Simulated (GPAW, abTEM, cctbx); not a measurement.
# CsAsI6: the scripts behind a bonding study

Short scripts, each with its output. The start was made by putting kin elements into a known structure type; the compound need not exist, or be stable, in this form.

## 1. Relax the structure

```text
cell
1.0
     5.297500000    3.058513051    3.599333333
    -5.297500000    3.058513051    3.599333333
     0.000000000   -6.117026102    3.599333333
Cs I As
1 6 1
Direct
0.500000000 0.500000000 0.500000000
0.919200000 0.190400000 0.271300000
0.809600000 0.728700000 0.080800000
0.728700000 0.080800000 0.809600000
0.080800000 0.809600000 0.728700000
0.271300000 0.919200000 0.190400000
0.190400000 0.271300000 0.919200000
0.000000000 0.000000000 0.000000000
```

```python
from ase.constraints import FixSymmetry
from ase.filters import FrechetCellFilter
from ase.io import read, write
from ase.optimize import BFGS
from ase.parallel import parprint
from gpaw import GPAW, PW, FermiDirac

atoms = read("start.vasp")
atoms.set_constraint(FixSymmetry(atoms))
atoms.calc = GPAW(mode=PW(570), xc="PBE", kpts={"size": (2, 2, 2), "gamma": True},
                 occupations=FermiDirac(0.05), maxiter=120, symmetry={"tolerance": 1e-5}, txt="relax.txt")
BFGS(FrechetCellFilter(atoms), maxstep=0.15).run(fmax=0.03, steps=40)
parprint("cell  %.4f %.4f %.4f  %.2f %.2f %.2f" % tuple(atoms.cell.cellpar()))
parprint("volume %.3f A^3, largest force %.3f eV/A, largest stress %.2f GPa" % (atoms.get_volume(), abs(atoms.get_forces()).max(), 160.218 * abs(atoms.get_stress()).max()))
atoms.set_constraint()
write("relaxed.vasp", atoms, direct=True)
```

```console
$ OMP_NUM_THREADS=1 mpirun -n 4 gpaw python run.py > gpaw.log
```

```text
      Step        Energy          fmax
BFGS:    0      -11.581135        5.721921
BFGS:    1      -14.189968        3.505412
BFGS:    2      -16.343597        1.430530
BFGS:    3      -16.968627        0.632795
BFGS:    4      -17.153117        0.199439
BFGS:    5      -17.170138        0.120031
BFGS:    6      -17.171266        0.132700
BFGS:    7      -17.174662        0.154112
BFGS:    8      -17.182045        0.174237
BFGS:    9      -17.195574        0.180322
BFGS:   10      -17.210846        0.150150
BFGS:   11      -17.221809        0.085976
BFGS:   12      -17.224931        0.044702
BFGS:   13      -17.225090        0.043476
BFGS:   14      -17.225423        0.040826
BFGS:   15      -17.226459        0.036828
BFGS:   16      -17.228566        0.051214
BFGS:   17      -17.233996        0.075712
BFGS:   18      -17.243751        0.095631
BFGS:   19      -17.253201        0.086828
BFGS:   20      -17.261792        0.061608
BFGS:   21      -17.266232        0.059625
BFGS:   22      -17.266728        0.042401
BFGS:   23      -17.266865        0.042222
BFGS:   24      -17.266977        0.039905
BFGS:   25      -17.267293        0.041803
BFGS:   26      -17.268615        0.035707
BFGS:   27      -17.270503        0.030326
BFGS:   28      -17.274983        0.058412
BFGS:   29      -17.280184        0.031940
BFGS:   30      -17.283270        0.029162
cell  7.0151 7.0151 7.0151  98.22 98.22 98.22
volume 333.424 A^3, largest force 0.025 eV/A, largest stress 0.06 GPa
```

Time: 4.4 min on 4 cores of Arm Neoverse V2 (shared host), peak memory 1.7 GiB.

## 2. Build the all-electron density and subtract free atoms

```text
cell
1.0
     5.303213200    3.061811567    3.422374020
    -5.303213200    3.061811567    3.422374020
    -0.000000000   -6.123623133    3.422374020
Cs I As
1 6 1
Direct
0.500000000 0.500000000 0.500000000
0.942034920 0.210516110 0.365546140
0.789483890 0.634453860 0.057965080
0.634453860 0.057965080 0.789483890
0.057965080 0.789483890 0.634453860
0.365546140 0.942034920 0.210516110
0.210516110 0.365546140 0.942034920
0.000000000 0.000000000 0.000000000
```

```python
import numpy as np
from ase.io import read
from ase.units import Bohr
from gpaw import GPAW, PW, FermiDirac
from gpaw.calculator import GPAW as OldGPAW
from gpaw.mpi import serial_comm, world
from scipy.special import erfc
from scipy.spatial import cKDTree

atoms = read("cell.vasp")
atoms.calc = GPAW(mode=PW(450), xc="PBE", kpts={"size": (3, 3, 3), "gamma": True},
                 occupations=FermiDirac(0.05), maxiter=120, symmetry={"tolerance": 1e-5}, txt="scf.txt")
atoms.get_potential_energy()
rho = atoms.calc.get_all_electron_density(gridrefinement=2)
moments = atoms.get_magnetic_moments() if atoms.calc.get_number_of_spins() == 2 else np.zeros(len(atoms))
total = atoms.get_magnetic_moment() if moments.any() else 0.0
if world.rank == 0:
    free = OldGPAW(mode=PW(450), xc="PBE", txt=None, communicator=serial_comm)
    neutral = atoms.copy()
    neutral.set_initial_magnetic_moments(None)
    free.initialize(neutral)
    free.set_positions(neutral)
    drho = rho - free.get_all_electron_density(gridrefinement=2)
    # GPAW starts from confined atoms: exchange their smooth part for that of the datasets' free atoms
    h = np.stack(np.meshgrid(*[np.fft.fftfreq(n, 1 / n) for n in drho.shape], indexing="ij"), -1)
    gabs = np.linalg.norm(h @ atoms.cell.reciprocal(), axis=-1)
    tails = np.fft.fftn(free.get_pseudo_density(gridrefinement=2))
    g, form, v0 = np.linspace(0, gabs.max(), 1500), {}, 0
    for e in set(atoms.symbols):
        idx = atoms.symbols.search(e)
        d = free.setups[idx[0]].data
        r, w = d.rgd.r_g * Bohr, d.rgd.r_g**2 * d.rgd.dr_g
        j0 = np.sinc(2 * g[:, None] * r)
        smooth = sum(f * p**2 for f, p in zip(d.f_j, d.phit_jg)) + np.sqrt(4 * np.pi) * d.nct_g
        full = sum(f * p**2 for f, p in zip(d.f_j, d.phi_jg)) + np.sqrt(4 * np.pi) * d.nc_g
        phase = sum(np.exp(-2j * np.pi * h @ s) for s in atoms.get_scaled_positions()[idx])
        tails -= np.interp(gabs, g, j0 @ (smooth * w)) * phase * drho.size / atoms.get_volume()
        form[e] = j0 @ (full * w)
        v0 += 2 * np.pi / 3 * 14.3996 * (full * w * r**2).sum() * len(idx)  # V A^3
    tails *= 0.5 * erfc((gabs - 1.8) / 0.25)  # the tails differ at long wavelengths alone
    drho += np.fft.ifftn(tails).real  # crystal minus superposed spherical free atoms
    np.save("drho.npy", drho)
    dv = atoms.get_volume() / drho.size
    print("grid", drho.shape, " electrons %.3f" % (rho.sum() * dv), " moved by bonding %.3f e" % (abs(drho).sum() * dv / 2))
    pts = np.indices(drho.shape).reshape(3, -1).T / drho.shape @ atoms.cell
    shifts = (np.indices((3, 3, 3)).reshape(3, -1).T - 1) @ atoms.cell
    images = (atoms.positions[None] + shifts[:, None]).reshape(-1, 3)
    dist, idx = cKDTree(images).query(pts, k=4)
    out = drho.ravel()[dist[:, 0] > 0.5]
    print("deformation density beyond 0.5 A of the nuclei: max %.3f, min %.3f e/A^3" % (out.max(), out.min()))
    tie = dist < dist[:, :1] + 1e-4
    q = -np.bincount((idx % len(atoms))[tie], (drho.ravel()[:, None] / tie.sum(1, keepdims=True) * tie)[tie], len(atoms)) * dv
    print("atom        x       y       z   Voronoi charge  moment")
    for a, s, c, m in zip(atoms, atoms.get_scaled_positions(), q, moments):
        print("%-2s%-3d %7.4f %7.4f %7.4f %10.3f %10.2f" % (a.symbol, a.index + 1, *s, c, m))
    np.savez("free.npz", g=g, **form)
    print("mean inner potential of superposed free atoms %.3f V" % (v0 / atoms.get_volume()))
    print("total magnetic moment %.3f muB" % total)
```

```console
$ OMP_NUM_THREADS=1 mpirun -n 4 gpaw python run.py > gpaw.log
```

```text
grid (70, 70, 70)  electrons 406.000  moved by bonding 0.881 e
deformation density beyond 0.5 A of the nuclei: max 0.052, min -0.052 e/A^3
atom        x       y       z   Voronoi charge  moment
Cs1    0.5000  0.5000  0.5000      0.111       0.00
I 2    0.9420  0.2105  0.3655     -0.054       0.00
I 3    0.7895  0.6345  0.0580     -0.054       0.00
I 4    0.6345  0.0580  0.7895     -0.054       0.00
I 5    0.0580  0.7895  0.6345     -0.054       0.00
I 6    0.3655  0.9420  0.2105     -0.054       0.00
I 7    0.2105  0.3655  0.9420     -0.054       0.00
As8    0.0000  0.0000  0.0000      0.212       0.00
mean inner potential of superposed free atoms 12.670 V
total magnetic moment 0.000 muB
```

Time: 9.8 s.

## 3. Fourier-transform the difference

```python
from cctbx import adptbx, crystal, miller, xray
from cctbx.eltbx import tiny_pse
import numpy as np

cs = crystal.symmetry(unit_cell=(10.6064, 10.6064, 10.2671, 90, 90, 120), space_group_symbol='Hall: -R 3')  # R-3
atoms = [  # label, site, U (iso, or U11 U22 U33 U12 U13 U23 in A^2), occupancy
    ("Cs1", (0, 0, 0.5), 0.0000, 1),
    ("I1", (0.436, 0.14049, 0.50603), 0.0000, 1),
    ("As1", (0, 0, 0), 0.0000, 1),
]
xs = xray.structure(crystal_symmetry=cs)
for label, site, u, occ in atoms:
    u = adptbx.u_cif_as_u_star(cs.unit_cell(), u) if isinstance(u, tuple) else u
    xs.add_scatterer(xray.scatterer(label, site=site, u=u, occupancy=occ))
xs.scattering_type_registry(table="wk1995")
drho = np.load("drho.npy")
T = np.array([[1, -1, 0], [0, 1, -1], [1, 1, 1]])  # conventional axes in terms of the primitive ones
dF = np.fft.ifftn(drho) * 1000.27064  # electrons a conventional cell, indexed by primitive hkl
ms = miller.build_set(cs, anomalous_flag=False, d_min=0.9).sort("resolution")
iam = ms.structure_factors_from_scatterers(xs, algorithm="direct").f_calc()
p1 = xs.expand_to_p1()
z = np.array([tiny_pse.table(sc.scattering_type).atomic_number() for sc in p1.scatterers()])
x = np.array(p1.sites_frac())
free = np.load("free.npz")
print("static structure factors of the conventional cell: F in electrons, V (Mott-Bethe) in volts")
print("   h  k  l      d  |F| table  |F| free   |F| DFT   change   |V| free  |V| DFT  change %")
for h, d, table in list(zip(ms.indices(), ms.d_spacings().data(), iam.data()))[:16]:
    df = dF[tuple(np.rint(np.linalg.solve(T, h)).astype(int))]
    phase = np.exp(2j * np.pi * x @ h)
    f = sum(np.interp(1 / d, free["g"], free[sc.scattering_type]) * p for sc, p in zip(p1.scatterers(), phase))
    fz = (z * phase).sum()
    c = 14.3996 * d * d / (np.pi * cs.unit_cell().volume())
    v0, v1 = abs(fz - f) * c, abs(fz - f - df) * c
    print("%4d%3d%3d %7.4f %9.3f %9.3f %9.3f %8.3f %9.3f %8.3f %8s" % (h + (d, abs(table), abs(f), abs(f + df), abs(f + df) - abs(f), v0, v1, "%.1f" % (100 * (v1 / v0 - 1)) if v0 > 0.02 else "-")))
```

```console
$ python run.py
```

```text
static structure factors of the conventional cell: F in electrons, V (Mott-Bethe) in volts
   h  k  l      d  |F| table  |F| free   |F| DFT   change   |V| free  |V| DFT  change %
   0  1 -1  6.8457    95.124    94.938    94.695   -0.243     0.681    0.733      7.7
   1  1  0  5.3032   114.132   114.227   113.914   -0.313     1.243    1.283      3.2
   0  1  2  4.4812    45.928    45.965    45.274   -0.691     0.543    0.606     11.7
   0  2  1  4.1924    51.230    51.194    50.906   -0.288     0.405    0.428      5.7
   0  2 -2  3.4228   158.630   158.685   158.105   -0.580     1.354    1.386      2.3
   0  0  3  3.4224   879.516   879.939   880.471    0.532     7.187    7.158     -0.4
   1  2 -1  3.2888   140.147   140.283   140.321    0.038     1.133    1.131     -0.2
   2  1  1  3.2888   870.481   870.908   871.657    0.749     7.015    6.978     -0.5
   0  3  0  3.0618    93.176    93.199    92.641   -0.558     0.771    0.795      3.1
   1  2  2  2.8758    74.990    75.005    75.103    0.097     0.606    0.602     -0.6
   2  1 -2  2.8758  1004.007  1004.612  1004.523   -0.089     7.724    7.727      0.0
   1  1  3  2.8756   101.318   101.449   100.868   -0.580     0.787    0.808      2.8
   1  1 -3  2.8756    19.874    19.953    20.353    0.401     0.162    0.147     -9.3
   2  2  0  2.6516    15.250    15.227    15.321    0.094     0.137    0.134     -2.2
   1  3  1  2.4726    14.578    14.581    14.853    0.272     0.095    0.088     -8.0
   3  1 -1  2.4726   132.972   133.073   133.166    0.093     0.960    0.957     -0.3
```

Time: 0.25 s on 1 core of Arm Neoverse V2 (shared host), peak memory 0.09 GiB.

## 4. Propagate a plane wave with and without the bonding term

```python
import abtem
import numpy as np
from ase.build import make_supercell
from ase.io import read

abtem.config.set({"dask.lazy": False, "fft": "fftw", "diagnostics.progress_bar": False})
M = [[-1, -1, -1], [0, 1, -1], [2, -1, -1]]  # rows: x, y and beam direction in the primitive cell's axes
unit = make_supercell(read("cell.vasp"), M)
unit.set_cell(list(unit.cell.lengths()) + [90, 90, 90], scale_atoms=True)
unit.positions[:, 2] += 0.7655  # keeps atomic planes off the slice boundaries
unit.wrap()
slab = unit * (2, 2, 33)
print(slab.get_chemical_formula(), "| box %.2f x %.2f x %.2f A" % tuple(slab.cell.lengths()))

# change of the potential by bonding, from the DFT deformation density (Poisson's equation term by term)
drho = np.load("drho.npy")
prim = read("cell.vasp")
h = np.stack(np.meshgrid(*[np.fft.fftfreq(n, 1 / n) for n in drho.shape], indexing="ij"), -1).reshape(-1, 3).astype(int)
g2 = ((h @ prim.cell.reciprocal()) ** 2).sum(1)
keep = (g2 > 0) & (g2 < 2.5**2)
shape = (294, 304, 108)
vg = np.zeros(shape, complex)
hm = h[keep] @ np.array(M).T
move = np.exp(-2j * np.pi * hm[:, 2] * (0.7655 / unit.cell[2, 2] - 0.5 / shape[2]))  # the same shift, sampled at mid-points
vg[tuple(hm.T % np.array(shape)[:, None])] = -14.3996 / np.pi * (np.fft.fftn(drho).ravel() / drho.size)[keep] / g2[keep] * move
dV = np.fft.ifftn(vg).real * vg.size
dV = dV.reshape(294, 304, 12, 9).mean(3) * unit.cell[2, 2] / 12  # V A, projected in each slice
dV = np.tile(dV.transpose(2, 0, 1), (33, 2, 2))


def build(atoms):
    p = abtem.Potential(atoms, gpts=(588, 608), slice_thickness=[slab.cell[2, 2] / 396] * 396,
                        parametrization="lobato", projection="infinite", exit_planes=36).build()
    p.array[:] += BONDING * dV
    return p


sigmas = {'Cs': 0.076, 'I': 0.077, 'As': 0.084}  # r.m.s. displacement along each axis, A
u = np.array([sigmas[s] for s in slab.symbols])[:, None]
rng = np.random.default_rng(891)


def potentials():
    for _ in range(3):  # frozen phonons, one configuration at a time
        atoms = slab.copy()
        atoms.positions += u * rng.standard_normal((len(atoms), 3))
        atoms.wrap()
        yield build(atoms)


for label, BONDING in (("IAM", 0.0), ("DFT", 1.0)):
    print("=====", label)
    rng = np.random.default_rng(891)  # the same displacements for both
    potential = build(slab)
    print("grid", potential.gpts, "slices", potential.num_slices)
    thickness = potential.exit_thicknesses
    wave = abtem.PlaneWave(energy=200000)
    dp = np.mean([wave.multislice(p).diffraction_patterns(max_angle="valid").array for p in potentials()], axis=0)
    hkl = [(0, 0, 0), (1, -2, 0), (0, 0, 3), (1, -2, 3), (-1, 2, 3)]
    nx, ny = dp.shape[-2:]
    print("intensity of each beam, fraction of the incident wave")
    print("  t (A)" + "".join("%9s" % " ".join(map(str, h)) for h in hkl) + "  diffuse    total")
    grid = np.zeros((nx, ny), bool)
    grid[nx // 2 % 2::2, ny // 2 % 2::2] = True
    for t, a in list(zip(thickness, dp))[1:]:
        idx = [np.rint(np.array(M) @ np.linalg.solve([[1, -1, 0], [0, 1, -1], [1, 1, 1]], h)).astype(int) for h in hkl]
        print("%7.1f" % t + "".join("%9.5f" % a[nx // 2 + i[0] * 2, ny // 2 + i[1] * 2] for i in idx) + "%9.4f%9.4f" % (a[~grid].sum(), a.sum()))
```

```console
$ python run.py
```

```text
As792Cs792I4752 | box 20.53 x 21.21 x 606.24 A
===== IAM
grid (588, 608) slices 396
intensity of each beam, fraction of the incident wave
  t (A)    0 0 0   1 -2 0    0 0 3   1 -2 3   -1 2 3  diffuse    total
   55.1  0.73915  0.00211  0.07083  0.00111  0.00039   0.0247   0.9988
  110.2  0.29403  0.00586  0.22521  0.00570  0.00415   0.0655   0.9967
  165.3  0.02497  0.00680  0.31691  0.01412  0.01412   0.1152   0.9941
  220.5  0.03777  0.00845  0.24704  0.02178  0.02526   0.1579   0.9915
  275.6  0.20364  0.02498  0.10333  0.02397  0.02944   0.1950   0.9892
  330.7  0.32317  0.05833  0.01575  0.02292  0.02366   0.2204   0.9873
  385.8  0.28265  0.08888  0.00147  0.02497  0.01625   0.2384   0.9858
  440.9  0.14669  0.09236  0.02721  0.03720  0.01991   0.2593   0.9841
  496.0  0.05231  0.07018  0.05659  0.05508  0.03792   0.2822   0.9822
  551.1  0.03219  0.04087  0.05541  0.06853  0.05617   0.3037   0.9804
  606.2  0.03563  0.03216  0.03421  0.06426  0.05937   0.3273   0.9783
===== DFT
grid (588, 608) slices 396
intensity of each beam, fraction of the incident wave
  t (A)    0 0 0   1 -2 0    0 0 3   1 -2 3   -1 2 3  diffuse    total
   55.1  0.73962  0.00224  0.07029  0.00117  0.00039   0.0247   0.9988
  110.2  0.29525  0.00622  0.22363  0.00605  0.00421   0.0655   0.9967
  165.3  0.02585  0.00711  0.31469  0.01501  0.01452   0.1152   0.9941
  220.5  0.03605  0.00845  0.24521  0.02319  0.02618   0.1579   0.9915
  275.6  0.19766  0.02506  0.10266  0.02555  0.03069   0.1951   0.9891
  330.7  0.31383  0.05946  0.01597  0.02425  0.02472   0.2209   0.9873
  385.8  0.27338  0.09152  0.00135  0.02586  0.01662   0.2390   0.9858
  440.9  0.14153  0.09575  0.02512  0.03789  0.01946   0.2601   0.9840
  496.0  0.05305  0.07297  0.05220  0.05598  0.03723   0.2829   0.9822
  551.1  0.03656  0.04185  0.05061  0.06976  0.05589   0.3041   0.9804
  606.2  0.03857  0.03107  0.03181  0.06538  0.05966   0.3275   0.9783
```

Time: 2.3 min.

[Outputs are excerpts: Python notices, other lines and further rows are left out; steps that failed or that the build refused (PBEsol, TPSS) are not shown.]

[Logs are printed without paths, hosts, clocks, repeated set-up lines and the standing remarks that a program may print on its own settings, such as how far it seeks lower states.]
